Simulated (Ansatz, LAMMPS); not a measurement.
# Amorphous Si at 2.15 g/cm^3 (80 atoms), relaxed: functionals compared

Which bonds does the relaxation leave, and how do the Kohn-Sham gap, forces and pressure change with functional?

Calculated with Ansatz 0.2.0: Kohn-Sham DFT, PBE, PAW (set soft_2), plane waves; cutoff 420 eV, Γ point, fermi-dirac smearing of 0.025 eV.

**The cell**

Density at the start: 2.15 g/cm³. The cell holds 80 atoms: 80 Si. Its edges and angles: a = 12.011 Å, b = 12.011 Å, c = 12.011 Å, α = 90.0°, β = 90.0°, γ = 90.0°. 80 atoms (80 Si) placed at random at 2.15 g/cm³, melted at 2500 K for 10 ps at fixed volume with the modified Tersoff potential (Kumagai, Izumi, Hara and Sakai, Comput. Mater. Sci. 39, 457 (2007)). Quenched from 2500 K to 300 K at 10 K/ps and fixed volume, annealed at 800 K for 20 ps, held 5 ps, then minimised at fixed cell.

The atoms were relaxed with PBE. The walk converged after 27 steps, with a largest force component of 0.0112 eV/Å; it began at an r.m.s. force component of 0.22 eV/Å. The energy fell by 34.2 meV an atom.

The input of the reference single point:

```yaml
crystal:
  lattice:
    - [12.0113, 0.0, 0.0]
    - [0.0, 12.0113, 0.0]
    - [0.0, 0.0, 12.0113]
  atoms:
    - { symbol: Si, position: [0.07581, 0.54959, 0.79198] }
    - { symbol: Si, position: [0.59459, 0.00698, 0.55856] }
    - { symbol: Si, position: [0.07508, 0.36585, 0.52724] }
    - { symbol: Si, position: [0.51156, 0.51127, 0.71465] }
    [... 74 atom lines left out ...]
    - { symbol: Si, position: [0.94548, 0.82116, 0.36005] }
    - { symbol: Si, position: [0.92539, 0.25577, 0.60259] }
kpoints:
  mp_grid: { grid: [1, 1, 1] }
hamiltonian:
  xc: pbe
scf:
  occupations: { method: fermi_dirac, width: 0.025 }
output:
  forces: true
  stress: true
  populations: true
  dos:
    method: { smearing: { sigma: 0.08 } }
    de: 0.05
    projected: { site_lists: { Si: [Si] } }
  eigenvalues: true
  write_density: true
  write_potential: true
  volumetric_format: npy
```

**Bonds after relaxation**

Bonds by pair of elements; cutoffs follow the first minimum of g(r), held within bounds set by covalent radii, and pairs that aren't listed don't count as bonded:

| pair A-B | cutoff (Å) | bonds | mean length (Å) | spread (Å) | shortest (Å) | B about A | A about B |
| --- | --- | --- | --- | --- | --- | --- | --- |
| Si-Si | 2.83 | 159 | 2.39 | 0.053 | 2.27 | 3.98 | 3.98 |

How many atoms have how many bonded neighbours:

| element | mean | 3 | 4 | 5 |
| --- | --- | --- | --- | --- |
| Si | 3.98 | 3 | 76 | 1 |

**Beside experiment**

**What experiment says.** Si-Si coordination number quoted from the high-resolution X-ray diffraction study of Laaziri et al (as quoted in “Relationship between diffraction peak, network topology, and amorphous-forming ability in silicon and silica”, 2021, PMC8590056): number of Si about Si 3.9.

Calculation beside experiment:

| quantity | measured | this cell | difference | method of the measurement |
| --- | --- | --- | --- | --- |
| number of Si about Si | 3.9 | 3.98 | +1.9 % | X-ray diffraction |

The cell differs from the measured neighbour counts by up to 1.9 %. The network comes from the model that made the cell; in DFT 5 of its 161 bonded pairs passed out of the cutoffs and 3 came within them. Our coordination numbers hang on a cutoff, and experiments count neighbours in their own ways.

**Levels of theory**

Single points at the relaxed geometry:

| functional | k-mesh | Kohn-Sham gap (eV) | pressure (GPa) | r.m.s. force component (eV/Å) | SCF cycles | time |
| --- | --- | --- | --- | --- | --- | --- |
| PBE | 1×1×1 | 0.287 | -1.42 | 0.002 | 10 | 54 s |
| HSE06 | 1×1×1 | 0.563 | -2.96 | 0.045 | 25 | 8.8 min |
| r2SCAN | 1×1×1 | 0.321 | -2.60 | 0.042 | 10 | 1.7 min |
| PBEsol | 1×1×1 | 0.284 | -3.09 | 0.014 | 10 | 35 s |

The gap is that between the highest filled and lowest empty Kohn-Sham level on the run's k-points. Cutoffs: 420 eV for PBE, HSE06 and PBEsol; 500 eV for r2SCAN. Times come from shared hosts and are rough.

**Findings**

By these cutoffs 95 % of Si atoms have 4 neighbours. The Kohn-Sham gap is 0.29 eV with PBE on the 1×1×1 mesh. On the 1×1×1 mesh HSE06 changes the gap by +0.28 eV against PBE. On the reference's mesh the gap changes with r2SCAN by +0.03 eV and PBEsol by under 0.01 eV. Against the reference the pressure changes with HSE06 by -1.5 GPa, r2SCAN by -1.2 GPa and PBEsol by -1.7 GPa; a negative change means a smaller volume than PBE would take.

Limits: All single points share the geometry relaxed with PBE. The density was set when the cell was made, as one point of a scan, and needn't be that of the real material. One sample; tail or defect levels can set the gap of a disordered cell. The quench rate of 10 K/ps is many orders above laboratory rates, so the cell is likely richer in defects and strain than a real sample. The network of bonds at the start is that of the classical potential that made the cell, and needn't be the one that DFT or experiment would give. In some runs the program notes that the gap was narrow in the semilocal warm-up, the exchange threshold is loose for the stress and the SCF threshold is loose for the stress.

[Logs are printed without paths, hosts, clocks, repeated set-up lines and the standing remarks that a program may print on its own settings, such as how far it seeks lower states.]

[Hosts, paths, dates, database ids (printed as entryN), source tags and the programs' standing remarks are cut or masked in the printed files.]
